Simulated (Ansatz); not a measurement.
**The perfect Ni wire along [110], 9 atoms a period**

Wanted: the relaxed geometry and the bands of the Ni wire along [110], 9 atoms a period.

Calculated with Ansatz 0.2.0; DFT PBE, plane waves, PAW; relaxation of a wire's period; PAW set soft_1, in the first sound run; inputs show where later runs differ.

## 1. The structure

The cell holds 9 atoms: 9 Ni. Its edges and angles: a = 13.840 Å, b = 11.778 Å, c = 2.489 Å, α = 90.0°, β = 90.0°, γ = 90.0°. Vacuum lies along a and b. The structure's axis is c.

## 2. Relaxation of atoms and period

Band widths follow the bond lengths, so the wire is relaxed first. The atoms and the third cell vector are free; the box across stays fixed as vacuum. Moments are seeded so that a magnetic state can form if it lies lower. A Fermi-Dirac smearing is set since the result may be a metal. The pressure printed is a third of the stress's trace over the whole box, vacuum included; only the stress along the axis is relaxed.

input.yaml reads:

```yaml
crystal:
  lattice:
    - [13.84, 0.0, 0.0]
    - [0.0, 11.778, 0.0]
    - [0.0, 0.0, 2.4890158698]
  atoms:
    - { symbol: Ni, position: [0.24566474, 0.500001347, 0.0], spin: 0.8 }
    - { symbol: Ni, position: [0.5, 0.711328896, 0.0], spin: 0.8 }
    - { symbol: Ni, position: [0.5, 0.500001347, 0.0], spin: 0.8 }
    - { symbol: Ni, position: [0.75433526, 0.500001347, 0.0], spin: 0.8 }
    - { symbol: Ni, position: [0.37283237, 0.394337573, 0.5], spin: 0.8 }
    - { symbol: Ni, position: [0.37283237, 0.605665122, 0.5], spin: 0.8 }
    - { symbol: Ni, position: [0.62716763, 0.394337573, 0.5], spin: 0.8 }
    - { symbol: Ni, position: [0.62716763, 0.605665122, 0.5], spin: 0.8 }
    - { symbol: Ni, position: [0.5, 0.288673799, 0.0], spin: 0.8 }
magnetization:
  spin_polarized: true
kpoints:
  mp_grid: { grid: [1, 1, 33] }
scf:
  occupations: { method: fermi_dirac, width: 0.05 }
hamiltonian:
  xc: pbe
  pseudopotentials: { kind: paw, azcp: { folder: soft_1 } }
relax:
  cell: { fix: [a, b, alpha, beta, gamma] }
  max_steps: 45
  f_tol: 0.03
```

On the command line:

```console
> ansatz run input.yaml --threads 4 --pin off --max-ram 16384MiB --backend cpu --events-out ev --progress --plain --runs-dir out
```

Numbers of over 12 decimals in the logs are rounded to 6 here.

The program printed:

```text
Engine: ansatz 0.2.0, x86_64-unknown-linux-gnu
Pseudopotentials: kind: paw
Pseudopotential: Ni, paw, valence charge 18, recommended cutoff 420 eV (normal), soft_1/Ni.paw.azcp
Functional definition: PBE
  parameter kappa = 0.804
  parameter beta = 0.066725
  exchange = pbe_x(kappa = kappa, mu = beta*pi^2/3)
  correlation = pbe_c(beta = beta)
Crystal: 9 atoms, lattice volume = 405.728 Å³
Basis set: ecut = 420 eV, 7925 PW (Γ), exchange–correlation on 192×160×36 points (8 copies of the dense FFT grid, shifted against one another)
Bands: 102, of which v1, the nominal top of the filled ones, is band 81 counted from 1 (80 counted from 0)
Symmetry: 8 space group operations
Space group: Pmmm (ITA 47), of the structure as read, at distance tolerance 7.4e-5 Å
Magnetic group: BNS 47.249 (UNI 347), of the structure as read, at distance tolerance 7.4e-5 Å
k-points: 17 of 33
Non-local potential: Ni, projectors of the file, l = 0: 3, l = 1: 2, l = 2: 3, l = 3: 1
PAW form: soft (Blöchl's): semilocal exchange-correlation on the pseudo side does not see the compensation charge
PAW one-centre angular grid: Ni, 590 points (default); XC on 64 Gauss nodes
Initial density: superposition of atomic densities (neutral atoms: chi_scale 0, normalization atom)
Starting moments: Σ|m| = 7.2 μB on 9 of 9 sites
Initial wavefunctions: pseudopotential atomic-orbital guess
Functional: x = pbe(κ = 0.804, μ = 0.219515), c = pbe(β = 0.066725)
SCF iter   1: F=—  HF=-52541.298169 eV  |F-HF|=—  |Δ(HF+E_count)|=         —  Δρ=1.83e-2 (↑1.83e-2 ↓1.66e-2)  dr2=1.39e1  dr2_m=5.29e-1  M=7.471 μB ∫|m|=7.801 μB  β_m=0.30  ethr=3.10e-3  ⟨swp⟩=8.0  Hψ=17099  notcnv=0  defer=59
Mixer restart at iter 1: flushing history
preconditioner: auto → LDOS  [metal: Δε(μ)=0.004 eV  Ē_g=6.212 eV  σ=0.050 eV  W_gap=0.02  n_scr=74 (ndim 8)  ℏωp=17.5 eV  f_vac=0.629  D(μ)=24.41/eV (n_scr^D=260)]
spin=Collinear: LDOS preconditioning applied to the charge; magnetization (m = ρ↑ − ρ↓) channel mixes plain (no charge-response kernel on spin).
SCF iter   2: F=—  HF=-52543.083967 eV  |F-HF|=—  |Δ(HF+E_count)|=    1.79e0  Δρ=1.74e-2 (↑1.74e-2 ↓8.50e-3)  dr2=3.03e0  dr2_m=3.41e-1  M=7.550 μB ∫|m|=7.976 μB  β_m=0.39  ethr=3.10e-3  ⟨swp⟩=2.7  Hψ=5873  notcnv=0  defer=315
SCF iter   3: F=—  HF=-52547.445819 eV  |F-HF|=—  |Δ(HF+E_count)|=    4.36e0  Δρ=8.80e-3 (↑4.68e-3 ↓8.80e-3)  dr2=2.73e-1  dr2_m=1.25e-1  M=7.583 μB ∫|m|=8.170 μB  β_m=0.43  ethr=1.87e-3  ⟨swp⟩=2.9  Hψ=5565  notcnv=0  defer=324
SCF iter   4: F=—  HF=-52548.756406 eV  |F-HF|=—  |Δ(HF+E_count)|=         —  Δρ=5.08e-3 (↑5.08e-3 ↓3.68e-3)  dr2=1.96e-1  dr2_m=2.39e-2  M=7.431 μB ∫|m|=8.114 μB  β_m=0.43  ethr=1.68e-4  ⟨swp⟩=2.9  Hψ=5799  notcnv=0  defer=337
SCF iter   5: F=—  HF=-52549.294264 eV  |F-HF|=—  |Δ(HF+E_count)|=   5.38e-1  Δρ=2.72e-3 (↑1.32e-3 ↓2.72e-3)  dr2=4.19e-2  dr2_m=6.23e-3  M=7.277 μB ∫|m|=8.021 μB  β_m=0.63  ethr=1.21e-4  ⟨swp⟩=2.0  Hψ=5342  notcnv=0  defer=337
SCF iter   6: F=—  HF=-52549.471576 eV  |F-HF|=—  |Δ(HF+E_count)|=   1.77e-1  Δρ=2.80e-3 (↑8.09e-4 ↓2.80e-3)  dr2=2.18e-2  dr2_m=9.55e-3  M=7.118 μB ∫|m|=7.903 μB  β_m=0.81  ethr=2.59e-5  ⟨swp⟩=2.1  Hψ=5682  notcnv=0  defer=338
SCF iter   7: F=—  HF=-52549.495125 eV  |F-HF|=—  |Δ(HF+E_count)|=   2.35e-2  Δρ=2.48e-3 (↑1.89e-3 ↓2.48e-3)  dr2=4.17e-2  dr2_m=7.05e-4  M=7.082 μB ∫|m|=7.882 μB  β_m=0.65  ethr=1.34e-5  ⟨swp⟩=2.5  Hψ=6709  notcnv=0  defer=338
SCF iter   8: F=—  HF=-52549.489186 eV  |F-HF|=—  |Δ(HF+E_count)|=   5.94e-3  Δρ=4.80e-4 (↑1.77e-4 ↓4.80e-4)  dr2=6.84e-4  dr2_m=2.44e-4  M=7.067 μB ∫|m|=7.857 μB  β_m=0.73  ethr=1.34e-5  ⟨swp⟩=2.0  Hψ=6440  notcnv=0  defer=338
SCF iter   9: F=—  HF=-52549.489295 eV  |F-HF|=—  |Δ(HF+E_count)|=   1.10e-4  Δρ=2.78e-4 (↑1.78e-4 ↓2.78e-4)  dr2=4.05e-4  dr2_m=4.38e-5  M=7.066 μB ∫|m|=7.854 μB  β_m=0.59  ethr=4.22e-7  ⟨swp⟩=2.8  Hψ=6919  notcnv=0  defer=338
SCF iter  10: F=—  HF=-52549.489182 eV  |F-HF|=—  |Δ(HF+E_count)|=   1.14e-4  Δρ=5.67e-5 (↑2.64e-5 ↓5.67e-5)  dr2=2.45e-5  dr2_m=4.99e-6  M=7.066 μB ∫|m|=7.854 μB  β_m=0.80  ethr=2.50e-7  ⟨swp⟩=2.0  Hψ=5227  notcnv=0  defer=338
SCF iter  11: F=—  HF=-52549.489199 eV  |F-HF|=—  |Δ(HF+E_count)|=   1.77e-5  Δρ=2.52e-5 (↑9.97e-6 ↓2.52e-5)  dr2=2.82e-6  dr2_m=6.83e-7  M=7.068 μB ∫|m|=7.854 μB  β_m=0.82  ethr=1.51e-8  ⟨swp⟩=2.0  Hψ=5037  notcnv=0  defer=338
SCF iter  12: F=—  HF=-52549.489201 eV  |F-HF|=—  |Δ(HF+E_count)|=   1.91e-6  Δρ=8.22e-6 (↑7.62e-6 ↓8.22e-6)  dr2=9.26e-7  dr2_m=1.03e-7  M=7.068 μB ∫|m|=7.854 μB  β_m=0.73  ethr=1.74e-9  ⟨swp⟩=2.1  Hψ=5056  notcnv=0  defer=338
SCF iter  13: F=—  HF=-52549.489201 eV  |F-HF|=—  |Δ(HF+E_count)|=   4.74e-8  Δρ=6.93e-6 (↑5.04e-6 ↓6.93e-6)  dr2=2.40e-7  dr2_m=5.03e-8  M=7.069 μB ∫|m|=7.855 μB  β_m=0.73  ethr=5.72e-10  ⟨swp⟩=2.0  Hψ=6252  notcnv=0  defer=338
SCF iter  14: F=—  HF=-52549.489201 eV  |F-HF|=—  |Δ(HF+E_count)|=   4.98e-8  Δρ=6.88e-6 (↑1.94e-6 ↓6.88e-6)  dr2=1.21e-7  dr2_m=4.28e-8  M=7.069 μB ∫|m|=7.855 μB  β_m=0.85  ethr=1.48e-10  ⟨swp⟩=2.2  Hψ=6284  notcnv=0  defer=338
SCF iter  15: F=—  HF=-52549.489201 eV  |F-HF|=—  |Δ(HF+E_count)|=   1.02e-8  Δρ=2.15e-6 (↑8.81e-7 ↓2.15e-6)  dr2=2.10e-8  dr2_m=2.91e-9  M=7.069 μB ∫|m|=7.855 μB  β_m=0.87  ethr=7.46e-11  ⟨swp⟩=2.5  Hψ=6301  notcnv=0  defer=338
SCF iter  16: F=-52549.489201 eV  HF=-52549.489201 eV  |F-HF|=2.79e-8  |Δ(HF+E_count)|=   4.18e-9  Δρ=2.37e-6 (↑4.94e-7 ↓2.37e-6)  dr2=2.98e-8  dr2_m=4.73e-9  M=7.069 μB ∫|m|=7.855 μB  ethr=1.29e-11  ⟨swp⟩=2.7  Hψ=11953  notcnv=0
SCF 1 converged in 16 iterations: F = -52549.489201 eV  dr2 = 2.98e-8
  greatest PAW one-centre occupation: 1.001 electrons in one spin orbital (limit 2), on the Ni atom at site 3 (counted from 0), in its partial waves of l = 1
relax step   1: F+E_penalty+E_count = -52549.48920140 eV  Δ(F+E_penalty+E_count) = +0.000e0 eV  max|allowed force component| = 1.035e0 eV/Å  Δτ_max = 0.0000 Å  P = -2.623 GPa  Ω = 405.728 Å³  fix = [a, b, alpha, beta, gamma]  reactions: a -2.739, b -1.683 GPa  (16 SCF iters, dr2 threshold 1.00e-7 eV, accepted)
Crystal: 9 atoms, lattice volume = 400.257 Å³
Basis set: ecut = 420 eV, 7809 PW (Γ), exchange–correlation on 192×160×36 points (8 copies of the dense FFT grid, shifted against one another)
Initial density: handed on by an earlier stage of this run
Starting moments: Σ|m| = 7.2 μB on 9 of 9 sites; this step starts from the density that it was given
Initial wavefunctions: those handed on with the density
iter 1 solved again at ethr=1.12e-4 eV; its pass at ethr=3.10e-3 eV (dr2=1.82e-1 eV) is discarded
[...]
relax step   5: F+E_penalty+E_count = -52549.86715310 eV  Δ(F+E_penalty+E_count) = -7.163e-3 eV  max|allowed force component| = 1.672e-2 eV/Å  Δτ_max = 0.0271 Å  P = +0.028 GPa  Ω = 394.502 Å³  energy of the carried Pulay correction = +1.791e-3 eV  fix = [a, b, alpha, beta, gamma]  reactions: a +0.024, b +0.025 GPa  (15 SCF iters, accepted)
[...]
relax step   6: F+E_penalty+E_count = -52549.86477343 eV  Δ(F+E_penalty+E_count) = +2.380e-3 eV  max|allowed force component| = 1.680e-2 eV/Å  Δτ_max = 0.0000 Å  P = +0.036 GPa  Ω = 394.502 Å³  fix = [a, b, alpha, beta, gamma]  reactions: a +0.030, b +0.029 GPa  stress off target by 5.05e-2 GPa on what of the cell is left free  SCF on the basis re-selected at this cell (its energy is not comparable with the rows above)  (12 SCF iters)
[...]
relax step   7: F+E_penalty+E_count = -52549.86483012 eV  Δ(F+E_penalty+E_count) = -5.669e-5 eV  max|allowed force component| = 7.548e-4 eV/Å  Δτ_max = 0.0013 Å  P = -0.009 GPa  Ω = 394.619 Å³  energy of the carried Pulay correction = -2.115e-5 eV  fix = [a, b, alpha, beta, gamma]  reactions: a -0.015, b -0.012 GPa  (10 SCF iters, dr2 threshold 6.37e-9 eV, accepted)
iter 1 solved again at ethr=4.75e-6 eV; its pass at ethr=3.10e-3 eV (dr2=7.69e-3 eV) is discarded
SCF iter   1: F=—  HF=-52549.863420 eV  |F-HF|=—  |Δ(HF+E_count)|=         —  Δρ=2.74e-5 (↑2.74e-5 ↓2.47e-5)  dr2=1.13e-6  dr2_m=1.23e-7  M=6.773 μB ∫|m|=7.536 μB  β_m=0.65  ethr=4.75e-6  ⟨swp⟩=3.2  Hψ=24494  notcnv=0
eigensolver tolerance schedule: the retry pair's looser diagonalisation over-reported the residual by 6783.48 of it (diagonalisation noise at an unbounded share of the residual, at the tolerance the schedule requests for it); recorded, not acted on — ethr = c·dr2/N_el stays at c = 1.0e-1
preconditioner: auto → LDOS  [metal: Δε(μ)=0.005 eV  Ē_g=6.214 eV  σ=0.050 eV  W_gap=0.03  n_scr=30 (ndim 8)  ℏωp=17.7 eV  f_vac=0.663  D(μ)=15.66/eV (n_scr^D=98)]
spin=Collinear: LDOS preconditioning applied to the charge; magnetization (m = ρ↑ − ρ↓) channel mixes plain (no charge-response kernel on spin).
SCF iter   2: F=—  HF=-52549.864508 eV  |F-HF|=—  |Δ(HF+E_count)|=   1.09e-3  Δρ=1.02e-5 (↑9.73e-6 ↓1.02e-5)  dr2=3.47e-7  dr2_m=3.33e-8  M=6.772 μB ∫|m|=7.535 μB  β_m=0.41  ethr=6.99e-10  ⟨swp⟩=4.3  Hψ=10736  notcnv=0
SCF iter   3: F=—  HF=-52549.864558 eV  |F-HF|=—  |Δ(HF+E_count)|=   5.04e-5  Δρ=8.34e-6 (↑8.34e-6 ↓7.55e-6)  dr2=1.07e-7  dr2_m=1.27e-8  M=6.772 μB ∫|m|=7.535 μB  β_m=0.70  ethr=2.14e-10  ⟨swp⟩=2.9  Hψ=5411  notcnv=0
SCF iter   4: F=—  HF=-52549.864786 eV  |F-HF|=—  |Δ(HF+E_count)|=   2.27e-4  Δρ=3.44e-6 (↑2.86e-6 ↓3.44e-6)  dr2=7.46e-8  dr2_m=1.94e-9  M=6.772 μB ∫|m|=7.535 μB  β_m=0.66  ethr=6.62e-11  ⟨swp⟩=4.4  Hψ=8099  notcnv=0
SCF iter   5: F=—  HF=-52549.864826 eV  |F-HF|=—  |Δ(HF+E_count)|=   4.06e-5  Δρ=1.05e-6 (↑1.05e-6 ↓9.28e-7)  dr2=6.98e-9  dr2_m=1.12e-10  M=6.772 μB ∫|m|=7.535 μB  β_m=0.65  ethr=4.61e-11  ⟨swp⟩=3.6  Hψ=6564  notcnv=0
SCF iter   6: F=—  HF=-52549.864841 eV  |F-HF|=—  |Δ(HF+E_count)|=   1.50e-5  Δρ=4.13e-7 (↑4.13e-7 ↓3.15e-7)  dr2=2.33e-9  dr2_m=5.83e-11  M=6.772 μB ∫|m|=7.535 μB  β_m=0.57  ethr=4.31e-12  ⟨swp⟩=4.7  Hψ=8667  notcnv=0
SCF iter   7: F=—  HF=-52549.864842 eV  |F-HF|=—  |Δ(HF+E_count)|=   5.37e-7  Δρ=1.43e-7 (↑1.43e-7 ↓1.04e-7)  dr2=2.40e-10  dr2_m=1.25e-11  M=6.772 μB ∫|m|=7.535 μB  β_m=0.69  ethr=1.44e-12  ⟨swp⟩=2.7  Hψ=5342  notcnv=0
SCF iter   8: F=—  HF=-52549.864842 eV  |F-HF|=—  |Δ(HF+E_count)|=   6.05e-8  Δρ=5.18e-8 (↑5.18e-8 ↓4.73e-8)  dr2=3.28e-11  dr2_m=5.19e-12  M=6.772 μB ∫|m|=7.535 μB  β_m=0.78  ethr=1.00e-12  ⟨swp⟩=2.8  Hψ=5405  notcnv=0
SCF iter   9: F=-52549.864842 eV  HF=-52549.864842 eV  |F-HF|=2.91e-10  |Δ(HF+E_count)|=   1.59e-9  Δρ=9.00e-8 (↑2.19e-8 ↓9.00e-8)  dr2=7.36e-11  dr2_m=6.30e-12  M=6.772 μB ∫|m|=7.535 μB  ethr=1.00e-12  ⟨swp⟩=3.1  Hψ=12960  notcnv=0
SCF 8 converged in 9 iterations: F = -52549.864842 eV  dr2 = 7.36e-11
relax step   8: F+E_penalty+E_count = -52549.86484181 eV  Δ(F+E_penalty+E_count) = -1.169e-5 eV  max|allowed force component| = 7.560e-4 eV/Å  Δτ_max = 0.0000 Å  P = -0.009 GPa  Ω = 394.619 Å³  fix = [a, b, alpha, beta, gamma]  reactions: a -0.015, b -0.012 GPa  stress off target by 5.53e-4 GPa on what of the cell is left free  SCF on the basis re-selected at this cell (its energy is not comparable with the rows above)  (9 SCF iters)
basis re-selected at this cell: Δ(F+E_penalty+E_count) = -1.169e-5 eV, ΔP = -0.000 GPa vs the last step (what re-selecting the basis moved, of the pressure what is left beyond the Pulay correction that the steps carried, after the strain that the cell walked since its last selection, with what the two solves' SCF thresholds leave and, on support functions, any second-order correction that the steps lacked; it is no m [...]
SCF converged after 9 iterations
Magnetization: 6.7721 μB (84.3860 up, 77.6140 down)
Absolute magnetization: 7.5443 μB (∫|ρ↑−ρ↓|, with the PAW one-centre terms)
Spin contamination: 0.0915 ħ² per cell (⟨S²⟩ above its minimum at these occupations)
Per-site moments (μB) at R_I (Å): [(0.769379, 0.981179), (0.751649, 0.991932), (0.847450, 0.998605), (0.769379, 0.981179), (0.768804, 0.981179), (0.768804, 0.981179), (0.768804, 0.981179), (0.768804, 0.981179), (0.751649, 0.991932)]
Free energy (F): -52549.864842 eV
Harris-Foulkes:  -52549.864842 eV  (|F-HF|=2.91e-10)
Internal energy: -52549.733958 eV  (E = F + TS)
E sigma→0 (E₀):  -52549.799400 eV
Entropy (-TS):   -0.130884 eV (-14.543 meV/atom)
Fermi energy:    1.025909 eV
--- Per-component energies (eV) ---
  E_band       = -5303.501731
  E_kinetic    = 3048.061130
  E_local      = -142322.225607  (includes V_loc(G=0)·N_el)
  E_nonlocal   = -1039.067414
  E_hartree    = 70865.246274
  E_xc         = -1004.020070
  E_vxc        = -1294.194595  (∫ρ·V_xc dr)
  E_paw        = -14930.021545  (= ΣΔE_a)
  E_vpaw       = -5426.577433  (= ΣTr[D̂ρ^β])
  E_aug_tail   = 0.008804  (compensation charges beyond the density's cutoff)
  E_ewald      = 32832.284472
  E_smearing   = -0.130884  (= −TS)
  E_closure    = -0.000000  (closes the sum)
  Σ components = -52549.864842   (vs F -52549.864842, Δ=0.00e0)
--- Forces (eV/Å), atoms counted from 1 ---
  atom   1  Ni     0.00063261    -0.00000000     0.00000000
  atom   2  Ni    -0.00000000     0.00075599     0.00000000
  atom   3  Ni    -0.00000000     0.00000000     0.00000000
  atom   4  Ni    -0.00063261    -0.00000000     0.00000000
  atom   5  Ni     0.00012583     0.00056167     0.00000000
  atom   6  Ni     0.00012583    -0.00056167     0.00000000
  atom   7  Ni    -0.00012583     0.00056167     0.00000000
  atom   8  Ni    -0.00012583    -0.00056167     0.00000000
  atom   9  Ni    -0.00000000    -0.00075599     0.00000000
  max |Σ_I F_I| component: 1.08e-19 eV/Å
--- Stress (GPa, compression-positive) ---
       -0.014840      -0.000000      -0.000000
       -0.000000      -0.012419       0.000000
       -0.000000       0.000000       0.000553
  P = ⅓ Tr σ = -0.0089 GPa (-0.089 kbar)
--- Relaxed structure (6 steps of the walk, 5 accepted, 2 SCFs on fresh bases) ---
  F+E_penalty+E_count = -52549.86484181 eV   max|allowed force component| = 7.560e-4 eV/Å   (the final SCF, on the basis selected at the relaxed cell)
  cell:  # Å, volume = 394.6186 Å³
    - [13.84, 0.0, 0.0]
    - [0.0, 11.778, 0.0]
    - [0.0, 0.0, 2.420861]
  atoms:
    - { symbol: Ni, position: [0.260171, 0.500000, 0.0] }
    - { symbol: Ni, position: [0.5, 0.707477, 0.0] }
    - { symbol: Ni, position: [0.5, 0.500000, 0.0] }
    - { symbol: Ni, position: [0.739829, 0.500000, 0.0] }
    - { symbol: Ni, position: [0.375476, 0.391071, 0.5] }
    - { symbol: Ni, position: [0.375476, 0.608929, 0.5] }
    - { symbol: Ni, position: [0.624524, 0.391071, 0.5] }
    - { symbol: Ni, position: [0.624524, 0.608929, 0.5] }
    - { symbol: Ni, position: [0.5, 0.292523, 0.0] }
```

Elapsed: 6.9 min, on 4 threads of Intel Xeon Platinum 8259CL at 2.50GHz (Skylake/Cascade Lake), shared host; peak memory 1.8 GiB.

(Continued in part 2 of 2.)

[Logs are printed without paths, hosts, clocks, repeated set-up lines and the standing remarks that a program may print on its own settings, such as how far it seeks lower states.]

[Hosts, paths, dates, database ids (printed as entryN), source tags and the programs' standing remarks are cut or masked in the printed files.]
